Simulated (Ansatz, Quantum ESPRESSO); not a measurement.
# vacuum gap of 7.0 Å between two K(110) faces: ballistic transmission, part 2 of 3

How well does the junction conduct in the ballistic limit? It is: vacuum gap of 7.0 Å between two K(110) faces.

Quantum ESPRESSO 7.5; plane-wave DFT, PBE, GBRV ultrasoft pseudopotentials; cross-check by Ansatz 0.2.0 with PAW datasets.

So far. Step 2 (Self-consistent run): The run needed 22 iterations to bring the estimated error under 1e-07 Ry; the largest force on any atom, held or free, is 0.02 eV/Å.

## Step 3: The open system

Level of this step: transmission by pwcond, lead and junction from one cell; plane-wave DFT, PBE, GBRV ultrasoft pseudopotentials (Quantum ESPRESSO).

prefixt takes both regions from one run: the lead from 0 to bdl, the scattering region from bdl to bds (units of alat). ikind = 1 puts the same lead on both sides. The program's T_tot counts both spins in a run without spin; the tables below give T per spin.

Input file cond.in:

```
&inputcond
  outdir = './out'
  prefixt = 'scf'
  tran_file = 'cond.dat'
  bdl = 1.4142135625
  bds = 9.1039321686
  ikind = 1
  ewind = 4.0
  epsproj = 1e-05
  nz1 = 7
  energy0 = 0.4
  denergy = -0.4
/
43
  0.00000000 0.00000000 0.00694444
  0.00000000 0.08333333 0.01388889
  0.00000000 0.16666667 0.01388889
  0.00000000 0.25000000 0.01388889
  0.00000000 0.33333333 0.01388889
  0.00000000 0.41666667 0.01388889
  0.00000000 0.50000000 0.00694444
  0.08333333 0.00000000 0.02777778
  0.08333333 0.16666667 0.02777778
  0.08333333 0.25000000 0.02777778
  0.08333333 0.33333333 0.02777778
  0.08333333 0.41666667 0.02777778
  0.08333333 0.50000000 0.02777778
  0.16666667 0.00000000 0.02777778
  0.16666667 0.08333333 0.01388889
  0.16666667 0.25000000 0.02777778
  0.16666667 0.33333333 0.02777778
  0.16666667 0.41666667 0.02777778
  0.16666667 0.50000000 0.02777778
  0.16666667 0.58333333 0.01388889
  0.25000000 0.00000000 0.02777778
  0.25000000 0.08333333 0.02777778
  0.25000000 0.33333333 0.02777778
  0.25000000 0.41666667 0.02777778
  0.25000000 0.50000000 0.02777778
  0.25000000 0.58333333 0.02777778
  0.33333333 0.00000000 0.02777778
  0.33333333 0.08333333 0.02777778
  0.33333333 0.16666667 0.01388889
  0.33333333 0.41666667 0.02777778
  0.33333333 0.50000000 0.02777778
  0.33333333 0.58333333 0.02777778
  0.33333333 0.66666667 0.01388889
  0.41666667 0.00000000 0.02777778
  0.41666667 0.08333333 0.02777778
  0.41666667 0.16666667 0.02777778
  0.41666667 0.50000000 0.02777778
  0.41666667 0.58333333 0.02777778
  0.41666667 0.66666667 0.02777778
  0.50000000 0.00000000 0.01388889
  0.50000000 0.08333333 0.02777778
  0.50000000 0.16666667 0.02777778
  0.50000000 0.25000000 0.01388889
3
```

Launch:

```sh
$ OMP_NUM_THREADS=1 mpirun -n 4 pwcond.x -in cond.in > cond.out
```

What it wrote:

```text
[banner, memory and clock lines left out]
Program PWCOND v.7.5 starts

          URL

     ./out/scf.save/

     IMPORTANT: XC functional enforced from input :
     Exchange-correlation= PBE
                           (   1   4   3   4   0   0   0)
     Any further DFT definition will be discarded
     Please, verify this is what you really want

     Reading collected, re-writing distributed wavefunctions

===== INPUT FILE containing all the regions =====

     GEOMETRY:

     lattice parameter (alat)  =       9.9778  a.u.
     the volume                =    6394.5853 (a.u.)^3
     the cross section         =      70.3964 (a.u.)^2
     l of the unit cell        =       9.1039 (alat)
     number of atoms/cell      =           12
     number of atomic types    =            1

     crystal axes: (cart. coord. in units of alat)
               a(1) = (  1.0000  0.0000  0.0000 )
               a(2) = (  0.5000  0.7071  0.0000 )
               a(3) = (  0.0000  0.0000  9.1039 )

   Cartesian axes

     site n.     atom                  positions (alat units)
          1        K      tau(  1)=(  0.0000  0.0000  9.1039  )
          2        K      tau(  2)=(  0.5000  0.0000  0.7071  )
          3        K      tau(  3)=(  0.0000  0.0000  1.4142  )
          4        K      tau(  4)=(  0.5000  0.0000  2.1213  )
          5        K      tau(  5)=(  0.0000  0.0000  2.8284  )
          6        K      tau(  6)=(  0.5000  0.0000  3.5355  )
          7        K      tau(  7)=(  0.0000  0.0000  4.8613  )
          8        K      tau(  8)=(  0.5000  0.0000  5.5684  )
          9        K      tau(  9)=(  0.0000  0.0000  6.2755  )
         10        K      tau( 10)=(  0.5000  0.0000  6.9826  )
         11        K      tau( 11)=(  0.0000  0.0000  7.6897  )
         12        K      tau( 12)=(  0.5000  0.0000  8.3968  )

     nr1s                      =           45
     nr2s                      =           36
     nr3s                      =          375
     nr1sx                     =           45
     nr2sx                     =           36
     nr3sx                     =          375
     nr1                       =           45
     nr2                       =           40
     nr3                       =          432
     nr1x                      =           45
     nr2x                      =           40
     nr3x                      =          432

 _______________________________
  Radii of nonlocal spheres:

     type       ibeta     ang. mom.          radius (alat units)
       K          1         0                    0.2029
       K          2         0                    0.2029
       K          3         1                    0.2029
       K          4         1                    0.2029
       K          5         2                    0.2029
       K          6         2                    0.2029
----- General information -----

--- T calc. with identical leads (ikind=1) ---

     nrx                       =           45
     nry                       =           36
     nz1                       =            7

     energy0               =         4.0E-01
     denergy               =        -4.0E-01
     nenergy               =          3
     ecut2d                =         4.0E+01
     ewind                 =         4.0E+00
     epsproj               =         1.0E-05

     number of k_|| points=   43
                       cryst. coord.
        k(    1) = (   0.0000000   0.0000000), wk =   0.0069444
        k(    2) = (   0.0000000   0.0833333), wk =   0.0138889
        k(    3) = (   0.0000000   0.1666667), wk =   0.0138889
        k(    4) = (   0.0000000   0.2500000), wk =   0.0138889
        k(    5) = (   0.0000000   0.3333333), wk =   0.0138889
        k(    6) = (   0.0000000   0.4166667), wk =   0.0138889
        k(    7) = (   0.0000000   0.5000000), wk =   0.0069444
        k(    8) = (   0.0833333   0.0000000), wk =   0.0277778
        k(    9) = (   0.0833333   0.1666667), wk =   0.0277778
        k(   10) = (   0.0833333   0.2500000), wk =   0.0277778
        k(   11) = (   0.0833333   0.3333333), wk =   0.0277778
        k(   12) = (   0.0833333   0.4166667), wk =   0.0277778
        k(   13) = (   0.0833333   0.5000000), wk =   0.0277778
        k(   14) = (   0.1666667   0.0000000), wk =   0.0277778
        k(   15) = (   0.1666667   0.0833333), wk =   0.0138889
        k(   16) = (   0.1666667   0.2500000), wk =   0.0277778
        k(   17) = (   0.1666667   0.3333333), wk =   0.0277778
        k(   18) = (   0.1666667   0.4166667), wk =   0.0277778
        k(   19) = (   0.1666667   0.5000000), wk =   0.0277778
        k(   20) = (   0.1666667   0.5833333), wk =   0.0138889
        k(   21) = (   0.2500000   0.0000000), wk =   0.0277778
        k(   22) = (   0.2500000   0.0833333), wk =   0.0277778
        k(   23) = (   0.2500000   0.3333333), wk =   0.0277778
        k(   24) = (   0.2500000   0.4166667), wk =   0.0277778
        k(   25) = (   0.2500000   0.5000000), wk =   0.0277778
        k(   26) = (   0.2500000   0.5833333), wk =   0.0277778
        k(   27) = (   0.3333333   0.0000000), wk =   0.0277778
        k(   28) = (   0.3333333   0.0833333), wk =   0.0277778
        k(   29) = (   0.3333333   0.1666667), wk =   0.0138889
        k(   30) = (   0.3333333   0.4166667), wk =   0.0277778
        k(   31) = (   0.3333333   0.5000000), wk =   0.0277778
        k(   32) = (   0.3333333   0.5833333), wk =   0.0277778
        k(   33) = (   0.3333333   0.6666667), wk =   0.0138889
        k(   34) = (   0.4166667   0.0000000), wk =   0.0277778
        k(   35) = (   0.4166667   0.0833333), wk =   0.0277778
        k(   36) = (   0.4166667   0.1666667), wk =   0.0277778
        k(   37) = (   0.4166667   0.5000000), wk =   0.0277778
        k(   38) = (   0.4166667   0.5833333), wk =   0.0277778
        k(   39) = (   0.4166667   0.6666667), wk =   0.0277778
        k(   40) = (   0.5000000   0.0000000), wk =   0.0138889
        k(   41) = (   0.5000000   0.0833333), wk =   0.0277778
        k(   42) = (   0.5000000   0.1666667), wk =   0.0277778
        k(   43) = (   0.5000000   0.2500000), wk =   0.0138889
----- Information about left/right lead -----

     nocros                   =           18
     noins                    =           18
     norb                     =           54
     norbf                    =          198
     nrz                      =           58

      iorb      type   ibeta   ang. mom.   m       position (alat)
        1        1       1        0        1   taunew(   1)=(  0.0000  0.0000  0.0000)
        2        1       2        0        1   taunew(   2)=(  0.0000  0.0000  0.0000)
[...]
151        1       4        1        2   taunew( 151)=(  0.0000  0.0000  6.2755)
      152        1       4        1        3   taunew( 152)=(  0.0000  0.0000  6.2755)
      153        1       5        2        1   taunew( 153)=(  0.0000  0.0000  6.2755)
      154        1       5        2        2   taunew( 154)=(  0.0000  0.0000  6.2755)
      155        1       5        2        3   taunew( 155)=(  0.0000  0.0000  6.2755)
      156        1       5        2        4   taunew( 156)=(  0.0000  0.0000  6.2755)
      157        1       5        2        5   taunew( 157)=(  0.0000  0.0000  6.2755)
      158        1       6        2        1   taunew( 158)=(  0.0000  0.0000  6.2755)
      159        1       6        2        2   taunew( 159)=(  0.0000  0.0000  6.2755)
      160        1       6        2        3   taunew( 160)=(  0.0000  0.0000  6.2755)
      161        1       6        2        4   taunew( 161)=(  0.0000  0.0000  6.2755)
      162        1       6        2        5   taunew( 162)=(  0.0000  0.0000  6.2755)
      163        1       1        0        1   taunew( 163)=(  0.5000  0.0000  6.9826)
      164        1       2        0        1   taunew( 164)=(  0.5000  0.0000  6.9826)
      165        1       3        1        1   taunew( 165)=(  0.5000  0.0000  6.9826)
      166        1       3        1        2   taunew( 166)=(  0.5000  0.0000  6.9826)
      167        1       3        1        3   taunew( 167)=(  0.5000  0.0000  6.9826)
      168        1       4        1        1   taunew( 168)=(  0.5000  0.0000  6.9826)
      169        1       4        1        2   taunew( 169)=(  0.5000  0.0000  6.9826)
      170        1       4        1        3   taunew( 170)=(  0.5000  0.0000  6.9826)
      171        1       5        2        1   taunew( 171)=(  0.5000  0.0000  6.9826)
      172        1       5        2        2   taunew( 172)=(  0.5000  0.0000  6.9826)
      173        1       5        2        3   taunew( 173)=(  0.5000  0.0000  6.9826)
      174        1       5        2        4   taunew( 174)=(  0.5000  0.0000  6.9826)
      175        1       5        2        5   taunew( 175)=(  0.5000  0.0000  6.9826)
      176        1       6        2        1   taunew( 176)=(  0.5000  0.0000  6.9826)
      177        1       6        2        2   taunew( 177)=(  0.5000  0.0000  6.9826)
      178        1       6        2        3   taunew( 178)=(  0.5000  0.0000  6.9826)
      179        1       6        2        4   taunew( 179)=(  0.5000  0.0000  6.9826)
      180        1       6        2        5   taunew( 180)=(  0.5000  0.0000  6.9826)
      181        1       1        0        1   taunew( 181)=(  0.0000  0.0000  7.6897)
      182        1       2        0        1   taunew( 182)=(  0.0000  0.0000  7.6897)
      183        1       3        1        1   taunew( 183)=(  0.0000  0.0000  7.6897)
      184        1       3        1        2   taunew( 184)=(  0.0000  0.0000  7.6897)
      185        1       3        1        3   taunew( 185)=(  0.0000  0.0000  7.6897)
      186        1       4        1        1   taunew( 186)=(  0.0000  0.0000  7.6897)
      187        1       4        1        2   taunew( 187)=(  0.0000  0.0000  7.6897)
      188        1       4        1        3   taunew( 188)=(  0.0000  0.0000  7.6897)
      189        1       5        2        1   taunew( 189)=(  0.0000  0.0000  7.6897)
      190        1       5        2        2   taunew( 190)=(  0.0000  0.0000  7.6897)
      191        1       5        2        3   taunew( 191)=(  0.0000  0.0000  7.6897)
      192        1       5        2        4   taunew( 192)=(  0.0000  0.0000  7.6897)
      193        1       5        2        5   taunew( 193)=(  0.0000  0.0000  7.6897)
      194        1       6        2        1   taunew( 194)=(  0.0000  0.0000  7.6897)
      195        1       6        2        2   taunew( 195)=(  0.0000  0.0000  7.6897)
      196        1       6        2        3   taunew( 196)=(  0.0000  0.0000  7.6897)
      197        1       6        2        4   taunew( 197)=(  0.0000  0.0000  7.6897)
      198        1       6        2        5   taunew( 198)=(  0.0000  0.0000  7.6897)
 ngper, shell number =          221          49
 ngper, n2d =          221         119
---  E-Ef =    0.4000000  k =    0.0000000   0.0000000
---  ie =          1  ik =          1
 Nchannels of the left tip =            1
 Right moving states:
   k1(2pi/a)   k2(2pi/a)   E-Ef (eV)
  -0.0296045   0.0000026   0.4000000
 Left moving states:
   k1(2pi/a)   k2(2pi/a)   E-Ef (eV)
   0.0296045   0.0000026   0.4000000

 to transmit
 Band j to band i transmissions and reflections:
    j         i     |T_ij|^2    |R_ij|^2

    1 -->     1     0.27818     0.72182
   Total T_j, R_j =    0.27818  0.72182

E-Ef(ev), T(x2 spins) =    0.4000000   0.5563612
---  E-Ef =    0.0000000  k =    0.0000000   0.0000000
---  ie =          2  ik =          1
 Nchannels of the left tip =            1
 Right moving states:
   k1(2pi/a)   k2(2pi/a)   E-Ef (eV)
  -0.1259107   0.0000015   0.0000000
 Left moving states:
   k1(2pi/a)   k2(2pi/a)   E-Ef (eV)
   0.1259107   0.0000015   0.0000000

 to transmit
 Band j to band i transmissions and reflections:
    j         i     |T_ij|^2    |R_ij|^2

    1 -->     1     0.46212     0.53788
   Total T_j, R_j =    0.46212  0.53788

E-Ef(ev), T(x2 spins) =    0.0000000   0.9242351
---  E-Ef =   -0.4000000  k =    0.0000000   0.0000000
---  ie =          3  ik =          1
 Nchannels of the left tip =            1
 Right moving states:
   k1(2pi/a)   k2(2pi/a)   E-Ef (eV)
  -0.2212750   0.0000006  -0.4000000
 Left moving states:
   k1(2pi/a)   k2(2pi/a)   E-Ef (eV)
   0.2212750   0.0000006  -0.4000000

 to transmit
 Band j to band i transmissions and reflections:
    j         i     |T_ij|^2    |R_ij|^2

    1 -->     1     0.32803     0.67197
   Total T_j, R_j =    0.32803  0.67197

E-Ef(ev), T(x2 spins) =   -0.4000000   0.6560525
 ngper, shell number =          223         114
 ngper, n2d =          223         122
[... further energies and points left out ...]
---  E-Ef =    0.4000000  k =    0.5000000   0.2500000
---  ie =          1  ik =         43
 Nchannels of the left tip =            1
 Right moving states:
   k1(2pi/a)   k2(2pi/a)   E-Ef (eV)
  -0.3533314   0.0000047   0.4000000
 Left moving states:
   k1(2pi/a)   k2(2pi/a)   E-Ef (eV)
   0.3533314   0.0000047   0.4000000

 to transmit
 Band j to band i transmissions and reflections:
    j         i     |T_ij|^2    |R_ij|^2

    1 -->     1     0.17361     0.82639
   Total T_j, R_j =    0.17361  0.82639

E-Ef(ev), T(x2 spins) =    0.4000000   0.3472206
---  E-Ef =    0.0000000  k =    0.5000000   0.2500000
---  ie =          2  ik =         43
 Nchannels of the left tip =            1
 Right moving states:
   k1(2pi/a)   k2(2pi/a)   E-Ef (eV)
  -0.4931335   0.0000036   0.0000000
 Left moving states:
   k1(2pi/a)   k2(2pi/a)   E-Ef (eV)
   0.4931335   0.0000036   0.0000000

 to transmit
 Band j to band i transmissions and reflections:
    j         i     |T_ij|^2    |R_ij|^2

    1 -->     1     0.08692     0.91308
   Total T_j, R_j =    0.08692  0.91308

E-Ef(ev), T(x2 spins) =    0.0000000   0.1738403
---  E-Ef =   -0.4000000  k =    0.5000000   0.2500000
---  ie =          3  ik =         43
 Nchannels of the left tip =            1
 Right moving states:
   k1(2pi/a)   k2(2pi/a)   E-Ef (eV)
   0.3217982   0.0000030  -0.4000000
 Left moving states:
   k1(2pi/a)   k2(2pi/a)   E-Ef (eV)
  -0.3217982   0.0000030  -0.4000000

 to transmit
 Band j to band i transmissions and reflections:
    j         i     |T_ij|^2    |R_ij|^2

    1 -->     1     0.03492     0.96508
   Total T_j, R_j =    0.03492  0.96508

E-Ef(ev), T(x2 spins) =   -0.4000000   0.0698462
   T_tot     0.40000      0.53664E+00
   T_tot     0.00000      0.32556E+00
   T_tot    -0.40000      0.17004E+00

Note: The following floating-point exceptions are signalling: IEEE_UNDERFLOW_FLAG
Note: The following floating-point exceptions are signalling: IEEE_UNDERFLOW_FLAG
Note: The following floating-point exceptions are signalling: IEEE_UNDERFLOW_FLAG
Note: The following floating-point exceptions are signalling: IEEE_UNDERFLOW_FLAG
```

Run time: 9.6 min. Hardware: 4 MPI ranks of Arm Neoverse V2, shared host; peak memory 0.74 GiB.

This step gave:

* lead channels at the Fermi level, one spin: 0.8958
* transmission at the Fermi level, one spin: 0.1628
* conductance: 0.1628 G₀

Per spin; mean over the k mesh across the current. Open channels, zone mean against energy, zero at the Fermi level:

| energy (eV) | open channels, zone mean |
| --- | --- |
| -0.400 | 0.632 |
| 0.000 | 0.896 |
| 0.400 | 1.05 |

Per spin; mean over the k mesh across the current. Transmission, zone mean against energy, zero at the Fermi level:

| energy (eV) | transmission, zone mean |
| --- | --- |
| -0.400 | 0.0850 |
| 0.000 | 0.163 |
| 0.400 | 0.268 |

At 0.000 eV; k in fractions of b1, b2. Transmission by k point, the first 40 of 43 rows:

| k1 | k2 | weight | t | channels |
| --- | --- | --- | --- | --- |
| 0 | 0 | 0.006944 | 0.4621 | 1 |
| 0 | 0.08333 | 0.01389 | 0.4609 | 1 |
| 0 | 0.1667 | 0.01389 | 0.4083 | 1 |
| 0 | 0.25 | 0.01389 | 0.2651 | 1 |
| 0 | 0.3333 | 0.01389 | 0.1042 | 1 |
| 0 | 0.4167 | 0.01389 | 0.01641 | 1 |
| 0 | 0.5 | 0.006944 | 0 | 0 |
| 0.08333 | 0 | 0.02778 | 0.4619 | 1 |
| 0.08333 | 0.1667 | 0.02778 | 0.4364 | 1 |
| 0.08333 | 0.25 | 0.02778 | 0.3292 | 1 |
| 0.08333 | 0.3333 | 0.02778 | 0.1702 | 1 |
| 0.08333 | 0.4167 | 0.02778 | 0.06055 | 1 |
| 0.08333 | 0.5 | 0.02778 | 0 | 0 |
| 0.1667 | 0 | 0.02778 | 0.4305 | 1 |
| 0.1667 | 0.08333 | 0.01389 | 0.4484 | 1 |
| 0.1667 | 0.25 | 0.02778 | 0.3512 | 1 |
| 0.1667 | 0.3333 | 0.02778 | 0.214 | 1 |
| 0.1667 | 0.4167 | 0.02778 | 0.08572 | 1 |
| 0.1667 | 0.5 | 0.02778 | 0.002346 | 1 |
| 0.1667 | 0.5833 | 0.01389 | 0 | 0 |
| 0.25 | 0 | 0.02778 | 0.328 | 1 |
| 0.25 | 0.08333 | 0.02778 | 0.3861 | 1 |
| 0.25 | 0.3333 | 0.02778 | 0.2204 | 1 |
| 0.25 | 0.4167 | 0.02778 | 0.09613 | 1 |
| 0.25 | 0.5 | 0.02778 | 0.01755 | 1 |
| 0.25 | 0.5833 | 0.02778 | 0 | 0 |
| 0.3333 | 0 | 0.02778 | 0.1895 | 1 |
| 0.3333 | 0.08333 | 0.02778 | 0.2641 | 1 |
| 0.3333 | 0.1667 | 0.01389 | 0.291 | 1 |
| 0.3333 | 0.4167 | 0.02778 | 0.09419 | 1 |
| 0.3333 | 0.5 | 0.02778 | 0.02561 | 1 |
| 0.3333 | 0.5833 | 0.02778 | 0 | 0 |
| 0.3333 | 0.6667 | 0.01389 | 0 | 0 |
| 0.4167 | 0 | 0.02778 | 0.07632 | 1 |
| 0.4167 | 0.08333 | 0.02778 | 0.1265 | 1 |
| 0.4167 | 0.1667 | 0.02778 | 0.1699 | 1 |
| 0.4167 | 0.5 | 0.02778 | 0.01763 | 1 |
| 0.4167 | 0.5833 | 0.02778 | 0.003838 | 1 |
| 0.4167 | 0.6667 | 0.02778 | 0.01886 | 1 |
| 0.5 | 0 | 0.01389 | 0.003719 | 2 |

The program's own clock; routines nest. Time by routine:

| routine | wall time (s) | calls |
| --- | --- | --- |
| PWCOND | 574.2 | 1 |
| scatter_forw | 432.7 | 258 |
| local | 97.27 | 43 |
| compbs | 36.81 | 129 |
| compbs_2 | 31.09 | 129 |
| init | 0.9 | 1 |
| poten | 0.14 | 1 |

At no point does T exceed the number of channels.

(Part 2 of 3 ends here.)

[Logs are printed without paths, hosts, clocks, repeated set-up lines and the standing remarks that a program may print on its own settings, such as how far it seeks lower states.]

[Hosts, paths, dates, database ids (printed as entryN), source tags and the programs' standing remarks are cut or masked in the printed files.]

[Maps of the electrostatic potential energy from Ansatz leave out the sawtooth potential of an applied field or a dipole correction, so their vacuum need not be flat; planar profiles and work functions include it.]
